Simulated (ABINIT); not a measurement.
# Quasiparticle gap of CsH (Pm-3m) in ABINIT, part 2 of 3

How does a plane-wave GW calculation on CsH (Pm-3m) run from the first input to the gap?

ABINIT 10.8.3; LDA and many-body steps on it, plane waves. Known limits of the many-body steps: not at the basis limit; no spin-orbit coupling; coarse k mesh.

So far. Step 2 (Ground state): The gap is indirect, with the least direct gap 0.19 eV higher.

## 3. Bands along the symmetry lines

Level of this step: DFT, LDA, plane waves, norm-conserving pseudopotentials (ABINIT).

The cheap functional maps the bands first; the places of the edges decide which points the dearer methods must see.

The input, run.abi:

```
acell 3*1.0 Angstrom
rprim 
  3.818408540000 0.000000000000 0.000000000000
  0.000000000000 3.818408540000 0.000000000000
  0.000000000000 0.000000000000 3.818408540000
ntypat 2
znucl 55 1
natom 2
typat 1 2
xred 
  0.000000000000 0.000000000000 0.000000000000
  0.500000000000 0.500000000000 0.500000000000
pp_dirpath "pseudos"
pseudos "Cs.upf, H.upf"
ecut 31
iscf -2
irdden 1
kptopt 0
nkpt 50
kpt 
  0.00000000 0.00000000 0.00000000
  0.00000000 0.06250000 0.00000000
  0.00000000 0.12500000 0.00000000
  0.00000000 0.18750000 0.00000000
  0.00000000 0.25000000 0.00000000
  0.00000000 0.31250000 0.00000000
  0.00000000 0.37500000 0.00000000
  0.00000000 0.43750000 0.00000000
  0.00000000 0.50000000 0.00000000
  0.06250000 0.50000000 0.00000000
  0.12500000 0.50000000 0.00000000
  0.18750000 0.50000000 0.00000000
  0.25000000 0.50000000 0.00000000
  0.31250000 0.50000000 0.00000000
  0.37500000 0.50000000 0.00000000
  0.43750000 0.50000000 0.00000000
  0.50000000 0.50000000 0.00000000
  0.43750000 0.43750000 0.00000000
  0.37500000 0.37500000 0.00000000
  0.31250000 0.31250000 0.00000000
  0.25000000 0.25000000 0.00000000
  0.18750000 0.18750000 0.00000000
  0.12500000 0.12500000 0.00000000
  0.06250000 0.06250000 0.00000000
  0.00000000 0.00000000 0.00000000
  0.06250000 0.06250000 0.06250000
  0.12500000 0.12500000 0.12500000
  0.18750000 0.18750000 0.18750000
  0.25000000 0.25000000 0.25000000
  0.31250000 0.31250000 0.31250000
  0.37500000 0.37500000 0.37500000
  0.43750000 0.43750000 0.43750000
  0.50000000 0.50000000 0.50000000
  0.43750000 0.50000000 0.43750000
  0.37500000 0.50000000 0.37500000
  0.31250000 0.50000000 0.31250000
  0.25000000 0.50000000 0.25000000
  0.18750000 0.50000000 0.18750000
  0.12500000 0.50000000 0.12500000
  0.06250000 0.50000000 0.06250000
  0.00000000 0.50000000 0.00000000
  0.50000000 0.50000000 0.50000000
  0.50000000 0.50000000 0.43750000
  0.50000000 0.50000000 0.37500000
  0.50000000 0.50000000 0.31250000
  0.50000000 0.50000000 0.25000000
  0.50000000 0.50000000 0.18750000
  0.50000000 0.50000000 0.12500000
  0.50000000 0.50000000 0.06250000
  0.50000000 0.50000000 0.00000000
istwfk *1
nband 12
nbdbuf 2
tolwfr 1e-08
nstep 40
prtwf 0
prtvol 0
indata_prefix "in"
outdata_prefix "out"
tmpdata_prefix "tmp"
```

On the command line:

```sh
> OMP_NUM_THREADS=1 mpirun -n 4 abinit run.abi > log
```

Numbers of over 12 decimals in the logs are rounded to 6 here.

What it wrote:

```text
.Version 10.8.3 of ABINIT. v10.8.2 released Aug 2026.

 Symmetries : space group Pm -3 m (#221); Bravais cP (primitive cubic)
[... echo of the input left out ...]
== DATASET  1 ==================================================================
-   mpi_nproc: 4, omp_nthreads: 1 (-1 if OMP is not activated)

--- !DatasetInfo
iteration_state: {dtset: 1, }
dimensions: {natom: 2, nkpt: 50, mband: 12, nsppol: 1, nspinor: 1, nspden: 1, mpw: 3136, }
cutoff_energies: {ecut:  31.0, pawecutdg:  -1.0, }
electrons: {nelect:   1.00000000E+01, charge:   0.00000000E+00, occopt:   1.00000000E+00, tsmear:   1.00000000E-02, }

 Real(R)+Recip(G) space primitive vectors, cartesian coordinates (Bohr,Bohr^-1):
 R(1)=  7.2157464  0.0000000  0.0000000  G(1)=  0.1385858  0.0000000  0.0000000
 R(2)=  0.0000000  7.2157464  0.0000000  G(2)=  0.0000000  0.1385858  0.0000000
 R(3)=  0.0000000  0.0000000  7.2157464  G(3)=  0.0000000  0.0000000  0.1385858
 Unit cell volume ucvol=  3.7570224E+02 bohr^3
 Angles (23,13,12)=  9.00000000E+01  9.00000000E+01  9.00000000E+01 degrees

 getcut: wavevector=  0.0000  0.0000  0.0000  ngfft=  40  40  40
         ecut(hartree)=     31.000   => boxcut(ratio)=   2.21173

 getcut : COMMENT -
  Note that boxcut > 2.2 ; recall that boxcut=Gcut(box)/Gcut(sphere) = 2
  is sufficient for exact treatment of convolution.
  Such a large boxcut is a waste : you could raise ecut
  e.g. ecut=   37.911173 Hartrees makes boxcut=2

--- Pseudopotential description ------------------------------------------------
- Cs Generated using ONCVPSP code by D. R. Hamann
- 55.00000   9.00000  201201                  znucl, zion, pspdat
12 -1012 3 -1 2328                            pspcod,pspxc,lmax,lloc,mmax
     nproj     2     2     2     2
  pspatm : epsatm=   21.68725381
         --- l  ekb(1:nproj) -->
             0    6.247599    0.778427
             1    6.343167    0.797067
             2    3.778962    0.917083
[...]
pspatm: atomic psp has been read  and splines computed

- H Generated using ONCVPSP code by D. R. Hamann
-  1.00000   1.00000  180309                  znucl, zion, pspdat
12 -1012 1 -1 1180                            pspcod,pspxc,lmax,lloc,mmax
     nproj     2     1     0     0
  pspatm : epsatm=    0.35439867
         --- l  ekb(1:nproj) -->
[...]
1   -0.275071
 pspatm: atomic psp has been read  and splines computed

--------------------------------------------------------------------------------

================================================================================
 prteigrs : about to open file out_EIG
 Non-SCF case, kpt    1 (  0.00000  0.00000  0.00000), residuals and eigenvalues=
  9.80E-09  3.28E-09  6.89E-09  8.83E-09  4.22E-09  3.38E-09  3.81E-09  8.53E-09
  7.31E-09  9.56E-09  6.69E-08  9.97E-09
 -7.0814E-01 -1.9339E-01 -1.9339E-01 -1.9339E-01  1.9791E-02  2.1163E-01
[...]
6.85E-09  8.82E-09  3.79E-08  4.27E-06
 -7.0793E-01 -1.9614E-01 -1.9317E-01 -1.9317E-01  2.2240E-02  2.1250E-01
[...]
Non-SCF case, kpt    3 (  0.00000  0.12500  0.00000), residuals and eigenvalues=
  8.75E-09  6.31E-09  4.58E-09  7.13E-09  4.49E-09  8.61E-09  5.09E-09  9.90E-09
  3.68E-09  9.25E-09  1.42E-07  1.64E-05
[...]
Non-SCF case, kpt   49 (  0.50000  0.50000  0.06250), residuals and eigenvalues=
[...]
Non-SCF case, kpt   50 (  0.50000  0.50000  0.00000), residuals and eigenvalues=
[...]
-6.9686E-01 -2.3885E-01 -2.3885E-01 -1.8214E-01  4.9415E-02  2.4951E-01
  3.2670E-01  3.3368E-01  3.3368E-01  3.4973E-01  3.4973E-01  4.7938E-01

--- !ResultsGS
iteration_state: {dtset: 1, }
comment   : Summary of ground state results
lattice_vectors:
- [  7.2157464,   0.0000000,   0.0000000, ]
- [  0.0000000,   7.2157464,   0.0000000, ]
- [  0.0000000,   0.0000000,   7.2157464, ]
lattice_lengths: [   7.21575,    7.21575,    7.21575, ]
lattice_angles: [ 90.000,  90.000,  90.000, ] # degrees, (23, 13, 12)
lattice_volume:   3.7570224E+02
convergence: {deltae:  0.000E+00, res2:  0.000E+00, residm:  9.990E-09, diffor:  0.000E+00, }
etotal    :  -2.40274900E+01
entropy   :   0.00000000E+00
fermie    :   9.74770386E-02
cartesian_stress_tensor: null
pressure_GPa: null
xred      :
- [  0.0000E+00,   0.0000E+00,   0.0000E+00, Cs]
- [  5.0000E-01,   5.0000E-01,   5.0000E-01,  H]
cartesian_forces: null
force_length_stats: {min: null, max: null, mean: null, }

 Integrated electronic density in atomic spheres:
 ------------------------------------------------
 Atom  Sphere_radius  Integrated_density
[...]
================================================================================

 ----iterations are completed or convergence reached----

 Mean square residual over all n,k,spin=   67.299E-10; max=  99.896E-10
 reduced coordinates (array xred) for    2 atoms
       0.000000000000      0.000000000000      0.000000000000
       0.500000000000      0.500000000000      0.500000000000

 cartesian coordinates (angstrom) at end:
[...]
length scales=  1.889726125908  1.889726125908  1.889726125908 bohr
              =  1.000000000000  1.000000000000  1.000000000000 angstroms
 prteigrs : about to open file out_EIG
 Eigenvalues (hartree) for nkpt=  50  k points:
 kpt#   1, nband= 12, wtk=  1.00000, kpt=  0.0000  0.0000  0.0000 (reduced coord)
[...]
kpt#   2, nband= 12, wtk=  1.00000, kpt=  0.0000  0.0625  0.0000 (reduced coord)
[...]
kpt#   3, nband= 12, wtk=  1.00000, kpt=  0.0000  0.1250  0.0000 (reduced coord)
[...]
kpt#  49, nband= 12, wtk=  1.00000, kpt=  0.5000  0.5000  0.0625 (reduced coord)
  -0.69666   -0.23854   -0.23854   -0.18429    0.05059    0.25532    0.30885    0.30885
   0.31939    0.37589    0.37589    0.48654
 kpt#  50, nband= 12, wtk=  1.00000, kpt=  0.5000  0.5000  0.0000 (reduced coord)
  -0.69686   -0.23885   -0.23885   -0.18214    0.04942    0.24951    0.32670    0.33368
   0.33368    0.34973    0.34973    0.47938

== END DATASET(S) ==============================================================
================================================================================

 -outvars: echo values of variables after computation  --------
            nband          12
             nkpt          50
          spgroup         221
 [... the other variables as echoed above ...]

 Calculation completed.
```

Elapsed: 19 s, on 4 MPI ranks of Arm Neoverse N1, shared host; peak memory 0.29 GiB.

This step gave:

| Quantity | Value |
| --- | --- |
| gap | 2.297 eV |
| k of the valence top | 0.5, 0.5, 0.5 |
| k of the conduction bottom | 0, 0.5, 0 |
| least direct gap | 2.488 eV |

The gap is 2.297 eV, as in the run before at this level.

Electronic bands along the path, in eV, zero at the top of the highest filled band; v1 is the highest filled band, c1 the lowest empty one:

```
    point     v4     v3     v2     v1    c1    c2    c3     c4
        Γ  -7.92  -7.92  -7.92  -2.11  3.11  3.11  6.97   9.38
  halfway  -8.78  -7.84  -7.84  -1.28  3.45  3.53  6.60   6.95
        X  -9.47  -7.75  -7.75  -0.26  2.30  3.91  5.92   5.92
  halfway  -9.32  -8.51  -7.68  -0.77  3.29  5.31  5.33   6.31
        M  -9.15  -9.15  -7.61  -1.31  4.14  6.24  6.43   6.43
  halfway  -8.71  -8.59  -7.76  -0.93  3.35  5.05  5.57   7.02
        Γ  -7.92  -7.92  -7.92  -2.11  3.11  3.11  6.97   9.38
  halfway  -8.62  -8.49  -8.49  -0.77  4.46  4.46  5.72   6.19
        R  -8.92  -8.92  -8.92   0.00  2.49  2.49  2.49  10.75
  halfway  -9.18  -8.44  -8.39  -0.73  3.61  4.13  6.10   6.19
        X  -9.47  -7.75  -7.75  -0.26  2.30  3.91  5.92   5.92
jump to R  -8.92  -8.92  -8.92   0.00  2.49  2.49  2.49  10.75
  halfway  -9.04  -9.04  -8.31  -0.82  3.64  3.64  4.23   6.42
        M  -9.15  -9.15  -7.61  -1.31  4.14  6.24  6.43   6.43
```

The electronic bands as a text plot (rows in eV, shown from -8.0 to 6.2 only):

```
    5.9 |     ++++++ ++ ++++   +     +  +++         +   ++      +
    5.3 |         +++       +++       ++             +  +     ++
    4.7 |          +                    ++        ++  ++      ++
    4.1 |      ++++  +++++    +       ++   ++       ++  ++   ++ +
    3.5 | +++++     +     ++++++++ +++    +      +++++      ++
    2.9 |++  ++   ++            +++        +++  ++++  ++   ++
    2.3 |      +++                           ++++       +++
    1.8 |
    1.2 |
    0.6 |
    0.0 |       **                           ****        ***
   -0.6 |     **  ***      *            *****    ********   **
   -1.2 |   **       ****** ***      ***                      ***
   -1.8 |***                   *** **
   -2.4 |                         *
   -3.0 |
   -3.6 |
   -4.2 |
   -4.7 |
   -5.3 |
   -5.9 |
   -6.5 |
   -7.1 |
   -7.7 |****************************                 ****     **
         Γ      X      M          Γ            R        X|R     M
```

## 4. Empty states on the mesh, 4×4×4 mesh, 45 bands

The sums over transitions need many empty states on a uniform mesh; this step solves for them.

The input, run.abi:

```
acell 3*1.0 Angstrom
rprim 
  3.818408540000 0.000000000000 0.000000000000
  0.000000000000 3.818408540000 0.000000000000
  0.000000000000 0.000000000000 3.818408540000
ntypat 2
znucl 55 1
natom 2
typat 1 2
xred 
  0.000000000000 0.000000000000 0.000000000000
  0.500000000000 0.500000000000 0.500000000000
pp_dirpath "pseudos"
pseudos "Cs.upf, H.upf"
ecut 31
ngkpt 4 4 4
nshiftk 1
shiftk 0 0 0
kptopt 1
chksymbreak 0
iscf -2
irdden 1
istwfk *1
nband 45
nbdbuf 4
tolwfr 1e-09
nstep 60
prtvol 0
indata_prefix "in"
outdata_prefix "out"
tmpdata_prefix "tmp"
```

What it wrote:

```text
.Version 10.8.3 of ABINIT. v10.8.2 released Aug 2026.

 Symmetries : space group Pm -3 m (#221); Bravais cP (primitive cubic)
[... echo of the input left out ...]
== DATASET  1 ==================================================================
-   mpi_nproc: 4, omp_nthreads: 1 (-1 if OMP is not activated)

--- !DatasetInfo
iteration_state: {dtset: 1, }
dimensions: {natom: 2, nkpt: 10, mband: 45, nsppol: 1, nspinor: 1, nspden: 1, mpw: 3136, }
cutoff_energies: {ecut:  31.0, pawecutdg:  -1.0, }
electrons: {nelect:   1.00000000E+01, charge:   0.00000000E+00, occopt:   1.00000000E+00, tsmear:   1.00000000E-02, }

 Real(R)+Recip(G) space primitive vectors, cartesian coordinates (Bohr,Bohr^-1):
 R(1)=  7.2157464  0.0000000  0.0000000  G(1)=  0.1385858  0.0000000  0.0000000
 R(2)=  0.0000000  7.2157464  0.0000000  G(2)=  0.0000000  0.1385858  0.0000000
 R(3)=  0.0000000  0.0000000  7.2157464  G(3)=  0.0000000  0.0000000  0.1385858
 Unit cell volume ucvol=  3.7570224E+02 bohr^3
 Angles (23,13,12)=  9.00000000E+01  9.00000000E+01  9.00000000E+01 degrees

 getcut: wavevector=  0.0000  0.0000  0.0000  ngfft=  40  40  40
         ecut(hartree)=     31.000   => boxcut(ratio)=   2.21173

 getcut : COMMENT -
  Note that boxcut > 2.2 ; recall that boxcut=Gcut(box)/Gcut(sphere) = 2
  is sufficient for exact treatment of convolution.
  Such a large boxcut is a waste : you could raise ecut
  e.g. ecut=   37.911173 Hartrees makes boxcut=2

--- Pseudopotential description ------------------------------------------------
- Cs Generated using ONCVPSP code by D. R. Hamann
- 55.00000   9.00000  201201                  znucl, zion, pspdat
12 -1012 3 -1 2328                            pspcod,pspxc,lmax,lloc,mmax
     nproj     2     2     2     2
  pspatm : epsatm=   21.68725381
         --- l  ekb(1:nproj) -->
             0    6.247599    0.778427
             1    6.343167    0.797067
             2    3.778962    0.917083
[...]
pspatm: atomic psp has been read  and splines computed

- H Generated using ONCVPSP code by D. R. Hamann
-  1.00000   1.00000  180309                  znucl, zion, pspdat
12 -1012 1 -1 1180                            pspcod,pspxc,lmax,lloc,mmax
     nproj     2     1     0     0
  pspatm : epsatm=    0.35439867
         --- l  ekb(1:nproj) -->
[...]
1   -0.275071
 pspatm: atomic psp has been read  and splines computed

--------------------------------------------------------------------------------

================================================================================
 prteigrs : about to open file out_EIG
 Non-SCF case, kpt    1 (  0.00000  0.00000  0.00000), residuals and eigenvalues=
  6.73E-10  9.25E-11  5.96E-10  7.61E-10  3.02E-10  4.67E-10  9.97E-10  3.77E-10
  2.17E-10  4.66E-10  7.02E-10  1.18E-10  2.18E-10  4.21E-10  2.50E-10  6.85E-10
  9.24E-10  1.13E-10  2.74E-10  5.68E-10  1.49E-10  2.71E-10  5.27E-10  1.94E-10
[...]
7.92E-10  8.33E-10  4.69E-09  1.09E-04  1.65E-04
 -7.0814E-01 -1.9339E-01 -1.9339E-01 -1.9339E-01  1.9791E-02  2.1163E-01
  2.1163E-01  3.5371E-01  4.4219E-01  4.4219E-01  4.4219E-01  4.5080E-01
  4.5080E-01  4.5080E-01  5.3651E-01  5.3651E-01  5.3651E-01  6.2005E-01
  6.5096E-01  6.5096E-01  6.9280E-01  6.9280E-01  6.9280E-01  8.7511E-01
  8.7511E-01  8.7511E-01  9.2479E-01  9.5747E-01  9.5747E-01  9.5747E-01
  9.7717E-01  9.7717E-01  9.7717E-01  1.1320E+00  1.1320E+00  1.1460E+00
  1.3346E+00  1.3346E+00  1.3346E+00  1.3643E+00  1.5504E+00  1.5504E+00
[...]
prteigrs : prtvol=0 or 1, do not print more k-points.

--- !ResultsGS
iteration_state: {dtset: 1, }
comment   : Summary of ground state results
lattice_vectors:
- [  7.2157464,   0.0000000,   0.0000000, ]
- [  0.0000000,   7.2157464,   0.0000000, ]
- [  0.0000000,   0.0000000,   7.2157464, ]
lattice_lengths: [   7.21575,    7.21575,    7.21575, ]
lattice_angles: [ 90.000,  90.000,  90.000, ] # degrees, (23, 13, 12)
lattice_volume:   3.7570224E+02
convergence: {deltae:  0.000E+00, res2:  0.000E+00, residm:  9.984E-10, diffor:  0.000E+00, }
etotal    :  -2.40274900E+01
entropy   :   0.00000000E+00
fermie    :   9.74770386E-02
cartesian_stress_tensor: null
pressure_GPa: null
xred      :
- [  0.0000E+00,   0.0000E+00,   0.0000E+00, Cs]
- [  5.0000E-01,   5.0000E-01,   5.0000E-01,  H]
cartesian_forces: null
force_length_stats: {min: null, max: null, mean: null, }

 Integrated electronic density in atomic spheres:
 ------------------------------------------------
 Atom  Sphere_radius  Integrated_density
[...]
================================================================================

 ----iterations are completed or convergence reached----

 Mean square residual over all n,k,spin=   47.354E-11; max=  99.835E-11
 reduced coordinates (array xred) for    2 atoms
       0.000000000000      0.000000000000      0.000000000000
       0.500000000000      0.500000000000      0.500000000000

 cartesian coordinates (angstrom) at end:
    1      0.000000     0.000000     0.000000
    2      1.909204     1.909204     1.909204
 length scales=  1.889726125908  1.889726125908  1.889726125908 bohr
              =  1.000000000000  1.000000000000  1.000000000000 angstroms
 prteigrs : about to open file out_EIG
 Eigenvalues (hartree) for nkpt=  10  k points:
 kpt#   1, nband= 45, wtk=  0.01563, kpt=  0.0000  0.0000  0.0000 (reduced coord)
[...]
0.87511    0.87511    0.92479    0.95747    0.95747    0.95747    0.97717    0.97717
   0.97717    1.13198    1.13198    1.14595    1.33458    1.33458    1.33458    1.36430
   1.55041    1.55041    1.55041    1.62126    1.62639
 prteigrs : prtvol=0 or 1, do not print more k-points.

== END DATASET(S) ==============================================================
================================================================================

 -outvars: echo values of variables after computation  --------
            nband          45
             nkpt          10
          spgroup         221
 [... the other variables as echoed above ...]

 Calculation completed.
```

Elapsed: 15 s, on 4 MPI ranks; peak memory 0.29 GiB; 61 s of CPU time.

This step gave:

* gap: 2.297 eV
* k of the valence top: 0.5, 0.5, 0.5
* k of the conduction bottom: 0.5, 0, 0
* least direct gap: 2.488 eV
* k points computed: 10
* lowest point of the top converged band, above the valence top: 32.30 eV

On this mesh the gap is 2.297 eV.

(Continued in part 3 of 3.)

[Paths, hosts, dates, memory and timing lines, banners, echoed tables and standing remarks are left out of the program output.]

[Logs are printed without paths, hosts, clocks, repeated set-up lines and the standing remarks that a program may print on its own settings, such as how far it seeks lower states.]

[Runs of the session that timed out or met a known fault of the program may be left out.]

[Hosts, paths, dates, database ids (printed as entryN), source tags and the programs' standing remarks are cut or masked in the printed files.]

[G0W0 gaps are taken among the corrected bands and points alone; a level outside them can change the order at an edge.]

[Where Ansatz stands beside ABINIT at settings called matched, ABINIT's density can come from a denser mesh and the files from another edition; pairs whose starting gaps differed by over 0.03 eV were left out, so agreement reads better than it is.]
